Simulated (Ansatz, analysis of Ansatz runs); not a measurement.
# LaCrO4 (P2_1/c): a line between two Cr sites for an added hole, part 2 of 2

Aim: the energy barrier that a trapped hole meets when it moves from one Cr atom to another one nearby in LaCrO4 (P2_1/c). The model is a cell of 48 host atoms.

Ansatz 0.2.0; plane-wave PAW DFT, PBEsol+U; relaxation of all atoms of a supercell at fixed charge in a uniform background; PAW set soft_1.

So far. Step 2 (The cell without the carrier): The largest displacement from an ideal site is 0.024 Å. Step 3 (The hole on the first site): The largest changes of the moments are -0.79 μB on Cr14, 0.03 μB on O22 and 0.02 μB on O30. The largest part sits on the chosen site.

**4. The hole on the second site**

The same start is made on the second site, to get the end of the hop.

B.relax/input.yaml

```yaml
crystal:
  lattice:
    - [6.63091836, 7.17871848, 0.02486774]
    - [-6.63091836, 7.17871848, -0.02486774]
    - [-4.76261004, 0.0, 6.75059431]
  atoms:
    - { symbol: La, position: [0.418691, 0.237004, 0.28305] }
    - { symbol: La, position: [0.918741, 0.73696, 0.283064] }
[... 11 atom lines left out ...]
    - { symbol: Cr, position: [0.821988, 0.511939, 0.697841], spin: 1.0 }
[... 1 atom line left out ...]
    - { symbol: Cr, position: [0.762087, 0.071986, 0.802684] }
[... 13 atom lines left out ...]
    - { symbol: O, position: [0.949258, 0.340922, 0.881178] }
[... 1 atom line left out ...]
    - { symbol: O, position: [0.601216, 0.191868, 0.630188] }
[... 1 atom line left out ...]
    - { symbol: O, position: [0.903851, 0.088774, 0.749491] }
[... 7 atom lines left out ...]
    - { symbol: O, position: [0.768699, 0.11366, 0.973951] }
[... 5 atom lines left out ...]
    - { symbol: O, position: [0.634337, 0.981062, 0.485254] }
total_charge: 1
basis:
  ecutwfc: 420
  xc_grid: 2
hamiltonian:
  xc: pbesol
  hubbard:
    sites: [{ species: Cr, l: d, u_eff: 5.0 }]
    projectors: ortho-atomic
  pseudopotentials: { kind: paw, azcp: { folder: soft_1 }, xc_functional: pbe }
kpoints:
  mp_grid: { grid: [1, 1, 1] }
magnetization:
  spin_polarized: true
  initial_magnetization: 7
  spin_locking: { lock_magnetization: hard }
scf:
  occupations: { method: fermi_dirac, width: 0.01 }
  max_iter: 120
  lower_state_search: "off"
output:
  forces: true
relax:
  f_tol: 0.015
  max_steps: 70
  escape_saddle: false
checkpoint:
  write: "../B.relax.run"
  compress: false
  write_wavefunctions: true
  write_every: 100000
```

On the command line:

```sh
ansatz run input.yaml --threads 8 --pin off --max-ram 18841MiB --backend cpu --events-out ev --progress --plain --runs-dir out
```

Numbers of over 12 decimals in the logs are rounded to 6 here.

The program printed:

```text
[...]
Crystal: 48 atoms, lattice volume = 644.377 Å³
Basis set: ecut = 420 eV, 12585 PW (Γ), exchange–correlation on 144×144×120 points (8 copies of the dense FFT grid, shifted against one another)
Bands: 247, of which v1, the nominal top of the filled ones, is band 196 counted from 1 (195 counted from 0)
Symmetry: 1 space group operations
[...]
k-points: 1
[...]
Starting moments: Σ|m| = 7 μB on 7 of 48 sites
[...]
SCF iter   1: F=—  HF=-94052.216417 eV  |F-HF|=—  |Δ(HF+E_count)|=         —  Δρ=9.77e-2 (↑9.77e-2 ↓5.01e-2)  dr2=2.04e2  dr2_m=6.08e0  M=7.000 μB ∫|m|=11.423 μB  β_m=0.30  ethr=3.10e-3  ⟨swp⟩=5.5  Hψ=1682  notcnv=0
[...]
atoms:
    - { symbol: La, position: [0.415037, 0.236208, 0.273860] }
    - { symbol: La, position: [0.922288, 0.731533, 0.291831] }
    [... 5 atoms left out ...]
    - { symbol: La, position: [0.506609, 0.337728, 0.781225] }
    [... 5 atoms left out ...]
    - { symbol: Cr, position: [0.823673, 0.510292, 0.703346] }
    [... 1 atom left out ...]
    - { symbol: Cr, position: [0.760059, 0.072799, 0.804362] }
    [... 5 atoms left out ...]
    - { symbol: O, position: [0.630402, 0.528493, 0.611969] }
    [... 7 atoms left out ...]
    - { symbol: O, position: [0.951690, 0.339968, 0.885169] }
    [... 1 atom left out ...]
    - { symbol: O, position: [0.590136, 0.184889, 0.625426] }
    [... 1 atom left out ...]
    - { symbol: O, position: [0.902423, 0.096196, 0.744895] }
    [... 7 atoms left out ...]
    - { symbol: O, position: [0.777677, 0.121100, 0.978294] }
    [... 1 atom left out ...]
    - { symbol: O, position: [0.868789, 0.518608, 0.520846] }
    [... 1 atom left out ...]
    - { symbol: O, position: [0.732286, 0.379343, 0.019329] }
    [... 2 atoms left out ...]
[key lines of the parts left out:]
SCF converged after 15 iterations
Magnetization: 7.0000 μB (199.0000 up, 192.0000 down)
Free energy (F): -94044.129993 eV
Fermi energy:    9.263851 (↑ 9.263851, ↓ 8.590998) eV
```

It took 56 s on 8 threads of Arm Neoverse V2, shared host; peak memory 1.4 GiB; 7 min of CPU time.

Distances from Cr16 without and with the hole:

```tsv
atom	without (Å)	with (Å)
O42	1.70	1.63
O32	1.69	1.64
O24	1.70	1.65
O34	1.71	1.65
```

The largest changes of the moments are -0.79 μB on Cr16, 0.03 μB on O24 and 0.02 μB on O32. The largest part sits on the chosen site.

**5. Points on the line between the two structures**

All atoms move on the straight line between the two relaxed structures, 3.66 amu^1/2 Å long in mass-weighted terms. Each point starts from the state of the point before, once from either end, so that both localised states can be followed; the midpoint is also started with the carrier shared.

A.x0500/input.yaml

```yaml
crystal:
  lattice:
    - [6.63091836, 7.17871848, 0.02486774]
    - [-6.63091836, 7.17871848, -0.02486774]
    - [-4.76261004, 0.0, 6.75059431]
  atoms:
    - { symbol: La, position: [0.41658, 0.237842, 0.27856] }
    - { symbol: La, position: [0.92053, 0.73805, 0.282381] }
[... 11 atom lines left out ...]
    - { symbol: Cr, position: [0.823298, 0.510114, 0.699827] }
[... 1 atom line left out ...]
    - { symbol: Cr, position: [0.761321, 0.071985, 0.80359], spin: 1.0 }
[... 5 atom lines left out ...]
    - { symbol: O, position: [0.633887, 0.52471, 0.613235] }
[... 7 atom lines left out ...]
    - { symbol: O, position: [0.943345, 0.339984, 0.880199] }
[... 3 atom lines left out ...]
    - { symbol: O, position: [0.907491, 0.094001, 0.745359] }
[... 7 atom lines left out ...]
    - { symbol: O, position: [0.775, 0.115187, 0.984274] }
[... 5 atom lines left out ...]
    - { symbol: O, position: [0.632659, 0.979721, 0.484871] }
total_charge: 1
basis:
  ecutwfc: 420
  xc_grid: 2
hamiltonian:
  xc: pbesol
  hubbard:
    sites: [{ species: Cr, l: d, u_eff: 5.0 }]
    projectors: ortho-atomic
  pseudopotentials: { kind: paw, azcp: { folder: soft_1 }, xc_functional: pbe }
kpoints:
  mp_grid: { grid: [1, 1, 1] }
magnetization:
  spin_polarized: true
  initial_magnetization: 7
  spin_locking: { lock_magnetization: hard }
scf:
  occupations: { method: fermi_dirac, width: 0.01 }
  max_iter: 120
  lower_state_search: "off"
output:
  forces: true
  eigenvalues: true
  eigenstates: { localisation: true }
  write_density: true
  write_potential: true
  volumetric_format: npy
checkpoint:
  read: "../A.x0375.run"
  write: "../A.x0500.run"
  compress: false
  write_wavefunctions: true
  write_every: 100000
```

The program printed:

```text
[...]
Warning: checkpoint.read: the run can stay near the saved state's solution: 48 site(s) moved relative to the saved geometry (max |Δs| = 2.379e-3 fractional); [...]
[...]
Crystal: 48 atoms, lattice volume = 644.377 Å³
Basis set: ecut = 420 eV, 12585 PW (Γ), exchange–correlation on 144×144×120 points (8 copies of the dense FFT grid, shifted against one another)
Bands: 247, of which v1, the nominal top of the filled ones, is band 196 counted from 1 (195 counted from 0)
Symmetry: 1 space group operations
[...]
k-points: 1
[...]
Starting moments: Σ|m| = 7 μB on 7 of 48 sites; this step starts from the density that it was given
[...]
SCF iter   1: F=—  HF=-94043.959314 eV  |F-HF|=—  |Δ(HF+E_count)|=         —  Δρ=2.16e-2 (↑2.16e-2 ↓7.94e-4)  dr2=5.14e0  dr2_m=7.09e-1  M=7.000 μB ∫|m|=10.802 μB  β_m=0.30  ethr=1.31e-3  ⟨swp⟩=5.0  Hψ=2422  notcnv=0
[...]
spin=Collinear: Resta preconditioning applied to the charge; magnetization (m = ρ↑ − ρ↓) channel mixes plain (no charge-response kernel on spin).
SCF iter   2: F=—  HF=-94044.363263 eV  |F-HF|=—  |Δ(HF+E_count)|=   4.04e-1  Δρ=1.52e-2 (↑1.52e-2 ↓8.54e-3)  dr2=4.50e0  dr2_m=9.18e-2  M=7.000 μB ∫|m|=10.439 μB  β_m=0.24  ethr=1.31e-3  ⟨swp⟩=5.5  Hψ=1170  notcnv=0
[...]
SCF iter  48: F=-94043.963759 eV  HF=-94043.963759 eV  |F-HF|=3.65e-8  |Δ(HF+E_count)|=   1.47e-9  Δρ=2.37e-6 (↑2.37e-6 ↓5.41e-7)  dr2=5.20e-8  dr2_m=8.27e-9  M=7.000 μB ∫|m|=10.665 μB  ethr=2.56e-11  ⟨swp⟩=24.0  Hψ=4352  notcnv=0
SCF 1 converged in 48 iterations: F = -94043.963759 eV  dr2 = 5.20e-8
[...]
SCF converged after 48 iterations
[...]
Magnetization: 7.0000 μB (199.0000 up, 192.0000 down)
Absolute magnetization: 10.7166 μB (∫|ρ↑−ρ↓|, with the PAW one-centre terms)
[...]
Per-site moments (μB) at R_I (Å): [(0.00779276, 1.019695), (0.0072718, 1.013764), (0.00776974, 1.016154), [... 45 left out ...]
Free energy (F): -94043.963759 eV
[...]
Internal energy: -94043.955159 eV  (E = F + TS)
E sigma→0 (E₀):  -94043.959459 eV
Entropy (-TS):   -0.008601 eV (-0.179 meV/atom)
Fermi energy:    9.045650 (↑ 9.045650, ↓ 8.944496) eV
[...]
--- Forces (eV/Å), atoms counted from 1 ---
  atom   1  La    -0.00336537     0.02882222     0.06161757
  atom   2  La    -0.02681689    -0.01911488     0.03437396
  [... 5 atoms left out ...]
  atom   8  La     0.11175775     0.06011192    -0.05967644
  [... 5 atoms left out ...]
  atom  14  Cr    -0.05306945     0.11248161    -0.14660265
  [... 1 atom left out ...]
  atom  16  Cr     0.07741774    -0.12279548     0.02614796
  [... 5 atoms left out ...]
  atom  22  O     -0.14359878    -0.17187639    -0.03662954
  [... 7 atoms left out ...]
  atom  30  O      0.16278476    -0.11038597     0.25076045
  [... 1 atom left out ...]
  atom  32  O     -0.14686958    -0.06780510    -0.18683405
  [... 1 atom left out ...]
  atom  34  O      0.13091076     0.20251092    -0.02928250
  [... 7 atoms left out ...]
  atom  42  O     -0.16051859     0.16560077     0.12590673
  [... 1 atom left out ...]
  atom  44  O      0.17949267     0.05048935    -0.13538665
  [... 1 atom left out ...]
  atom  46  O     -0.10500363    -0.02578998     0.11428809
  [... 2 atoms left out ...]
  max |Σ_I F_I| component: 3.04e-5 eV/Å
--- Band table (eV) ---
[...]
Occupation matrices written to <dir>
```

Wall time 21 s (8 threads); peak memory 1.4 GiB.

From eigenstates.tsv, first k-point; energies on the run's zero. The participation number counts the atoms that a state is spread over, of 48; bands count from 0.

```tsv
spin	band	energy (eV)	occupation	participation	largest share on	share
down	186	7.062	1.00	20.4	O19	0.09
down	187	7.085	1.00	19.6	O38	0.09
down	188	7.114	1.00	23.4	O38	0.08
down	189	7.183	1.00	17.3	O45	0.10
down	190	7.195	1.00	18.2	O37	0.10
down	191	7.254	1.00	24.7	O26	0.09
down	192	10.635	0.00	5.6	Cr16	0.36
down	193	10.674	0.00	5.2	Cr14	0.37
down	194	10.794	0.00	8.6	Cr13	0.20
down	195	10.824	0.00	7.6	Cr13	0.25
down	196	10.925	0.00	8.2	Cr12	0.26
up	193	8.506	1.00	18.8	Cr13	0.12
up	194	8.573	1.00	16.0	Cr9	0.16
up	195	8.667	1.00	17.9	Cr10	0.11
up	196	8.740	1.00	25.9	Cr12	0.09
up	197	8.764	1.00	19.2	Cr10	0.14
up	198	9.029	0.85	12.8	Cr14	0.17
up	199	9.063	0.15	11.3	Cr16	0.18
up	200	9.718	0.00	16.5	Cr11	0.12
up	201	9.791	0.00	12.9	Cr13	0.19
up	202	9.850	0.00	14.9	Cr11	0.15
up	203	9.859	0.00	10.5	Cr9	0.20
```

Spin density in the ab plane at fractional z = 0.750, through the centre, with atoms of La and Cr and O within 0.45 Å of it.

Ten even steps from '0' (-1.00 × 1e-1 e/Å³) to '9' (8.48 × 1e-1 e/Å³), each cell a mean:
```
111111149741111111111111111
111111124211111111111111111
111111111111111111111111111
111111111111111111111111111
111111111111111111111111111
111111111111111111111111111
111111111111111111111000111
111111111111111111111000011
111112431101111111111000011
111114872100001111111100111
111127942100001111111122111
111112211111111111111265211
111111111111111111111574211
111111111111111111111231111
111111111111111111111111111
111111111111111111111111111
111111111111111111111111111
111111110111111111111111111
111111110011111111111111111
111111110011111111111111011
111111110000111111123110001
111111111001111111256310000
111111113211111111364310000
111111115741111111121111011
```
Columns run along a (9.8 Å), rows up along b (9.8 Å). Atoms in or near the plane, at fractional coordinates: La at (0.09, 0.26), La at (0.58, 0.76), La at (0.02, 0.83), La at (0.51, 0.33), Cr at (0.32, 0.01), Cr at (0.82, 0.51), Cr at (0.26, 0.57), Cr at (0.76, 0.07), O at (0.41, 0.59), O at (0.91, 0.09), O at (0.34, 0.16), O at (0.84, 0.66).

Valence density in the ab plane at fractional z = 0.750, through the centre, with atoms of La and Cr and O within 0.45 Å of it. It is the smooth field of the valence electrons, not physical close to the nuclei.

Values in units of 1e0 e/Å³, 13 rows by 16 columns, each cell a mean:
```
0.6 0.3 0.3 0.3 1.0 4.5 2.0 0.3 0.1 0.0 0.1 0.4 0.3 0.1 0.2 0.6
1.7 1.0 0.2 0.1 0.1 0.3 0.6 0.4 0.3 0.4 0.3 0.2 0.2 0.1 0.5 1.6
1.6 1.0 0.2 0.0 0.0 0.1 0.2 0.3 1.1 1.6 1.2 0.3 0.1 0.1 0.4 1.4
0.4 0.3 0.3 0.2 0.1 0.1 0.1 0.3 1.2 1.7 1.4 0.5 0.7 2.2 0.9 0.3
0.1 0.3 0.7 2.6 2.7 0.9 2.5 1.5 0.4 0.6 0.5 0.2 1.4 5.6 2.3 0.2
0.0 0.1 0.4 4.6 5.8 1.5 4.7 3.0 0.3 0.1 0.1 0.2 0.7 2.4 0.9 0.1
0.0 0.0 0.1 0.5 0.5 0.3 0.6 0.6 0.2 0.1 0.3 0.4 1.7 8.3 2.9 0.2
0.1 0.1 0.1 0.3 0.3 0.1 0.5 1.2 1.2 0.5 0.2 0.2 0.4 1.4 1.0 0.3
0.6 1.0 0.8 0.2 0.1 0.1 0.7 1.7 1.7 1.0 0.1 0.0 0.1 0.2 0.3 0.3
1.2 1.7 1.6 0.5 0.3 0.6 0.5 0.8 1.0 0.5 0.1 0.1 0.0 0.0 0.1 0.2
0.7 1.3 1.1 0.4 1.5 5.4 2.1 0.2 0.1 0.3 0.5 0.7 0.5 0.3 0.8 0.5
0.3 0.2 0.2 0.2 0.8 2.7 1.3 0.2 0.1 0.2 0.7 5.0 5.5 1.7 5.5 2.7
0.2 0.1 0.2 0.3 1.4 5.8 1.9 0.1 0.0 0.1 0.2 1.7 2.2 0.7 1.9 1.2
```
Columns run along a (9.8 Å), rows up along b (9.8 Å). Atoms in or near the plane, at fractional coordinates: La at (0.09, 0.26), La at (0.58, 0.76), La at (0.02, 0.83), La at (0.51, 0.33), Cr at (0.32, 0.01), Cr at (0.82, 0.51), Cr at (0.26, 0.57), Cr at (0.76, 0.07), O at (0.41, 0.59), O at (0.91, 0.09), O at (0.34, 0.16), O at (0.84, 0.66).

Electrostatic potential energy in the ab plane at fractional z = 0.750, through the centre, with atoms of La and Cr and O within 0.45 Å of it. With pseudopotentials it is smooth inside the atoms' cores, unlike the true potential.

Ten even steps from '_' (-31 eV) to '@' (13 eV), each cell a mean:
```
##%%%%@@@@@@%%==....__==%%@@@@@@@@@@@@@@%%%%@@@@%%%%##
::==**%%@@@@@@##==----##%%@@@@@@@@@@@@@@@@@@@@%%##++::
..__--##@@@@@@@@%%%%%%%%@@@@%%##%%%%@@@@@@@@@@%%**..__
==....**%%@@@@@@@@@@@@@@%%##++----++##@@@@@@@@%%++__..
..__::**%%@@@@@@@@@@@@@@%%++..____..++%%@@@@@@%%**::__
::--++%%@@@@@@@@@@@@@@@@%%==__::--__::##@@@@@@@@%%**--
####%%%%@@@@%%@@@@@@@@@@%%++..__..__--##%%##==++%%%%##
@@@@@@@@%%**++**%%@@@@%%%%##++::..::++%%%%--____==@@@@
@@@@@@%%**::....==##--::++%%%%##**##%%@@@@==____==@@@@
@@@@@@%%**......::==____..##@@@@%%@@@@@@%%##----##@@@@
@@@@@@@@##--....--**::__::%%@@@@@@@@@@@@##==::::++%%@@
@@@@@@@@@@##++++**%%%%**##@@@@@@@@@@@@%%**......::**@@
@@@@@@@@@@@@%%%%@@@@@@%%######%%@@@@@@@@##::..__::**@@
@@@@@@@@@@@@@@@@@@@@%%**--::--++%%@@@@@@%%**--::==##@@
%%%%##%%%%@@@@@@@@@@##::__..__..**%%@@@@@@%%%%##%%%%@@
##==--==**%%@@@@@@%%##..__--::__++%%@@@@@@@@@@@@@@@@%%
==..____::**%%@@@@@@##--__..__..++%%@@@@@@@@@@@@@@@@%%
::__----__==%%@@@@@@%%##==::::++##%%@@@@@@@@@@@@@@@@##
==__....__==%%%%==--**%%%%####%%%%@@@@@@@@@@@@@@@@@@%%
**--....--**%%**..__..##@@@@@@@@@@%%##**++##%%@@%%%%%%
%%##****##%%@@##..__..%%@@@@@@@@@@##==....::**==..::##
@@@@@@%%@@@@@@%%**==**%%@@@@@@@@@@##--__....==..____==
@@@@@@@@@@@@%%**--::--##@@@@@@@@@@%%++......++==....**
@@@@@@@@@@@@%%--....__==%%@@@@@@@@@@%%**==++%%%%%%%%@@
```
Columns run along a (9.8 Å; values clipped at the 3rd and 97th percentile), rows up along b (9.8 Å). Atoms in or near the plane, at fractional coordinates: La at (0.09, 0.26), La at (0.58, 0.76), La at (0.02, 0.83), La at (0.51, 0.33), Cr at (0.32, 0.01), Cr at (0.82, 0.51), Cr at (0.26, 0.57), Cr at (0.76, 0.07), O at (0.41, 0.59), O at (0.91, 0.09), O at (0.34, 0.16), O at (0.84, 0.66).

Free energies from the first end:

```tsv
started from	fraction	energy (eV)	moment change on Cr14 (μB)	on Cr16 (μB)
first site	0	0.000	-0.79	0.00
first site	0.125	0.017	-0.76	-0.02
first site	0.25	0.066	-0.71	-0.04
first site	0.375	0.143	-0.59	-0.07
first site	0.5	0.166	-0.24	-0.24
first site	0.625	0.140	-0.10	-0.46
second site	0.875	0.017	-0.02	-0.77
second site	0.75	0.066	-0.04	-0.71
second site	0.625	0.140	-0.10	-0.46
second site	0.5	0.166	-0.24	-0.24
second site	0.375	0.144	-0.50	-0.09
shared	0.5	0.166	-0.24	-0.24
second site	1	0.000	0.00	-0.79
```

**6. What came out**

```json
{"distance of the two sites without the carrier": "4.18 Å"}
```

The highest point of the line lies 0.17 eV above the first end, but there the hole is shared and partly spread further, so this is no barrier of a single pair, which may be higher, and the image-charge term need not cancel. No run compares the localised hole with one spread in the band, so its binding is unknown. The magnetic order was assumed and need not be the ground state. The total moment is locked, so a carrier of the other spin direction was not tried. The program's search for lower electronic states was switched off in all runs, so that each state is followed; none is shown to be the lowest at its structure. No image-charge correction is applied; it nearly cancels along the line while the charge stays localised. Keep in mind: sampling at the zone centre alone can move energies of charged and open-shell states by tenths of an eV or more in cells of this size; the images are only 8.3 Å apart; gap and trapping depend on the U chosen (Cr d 5.0 eV); spin–orbit coupling, which can matter with heavy atoms, is left out.

[Logs are printed without paths, hosts, clocks, repeated set-up lines and the standing remarks that a program may print on its own settings, such as how far it seeks lower states.]

[Hosts, paths, dates, database ids (printed as entryN), source tags and the programs' standing remarks are cut or masked in the printed files.]
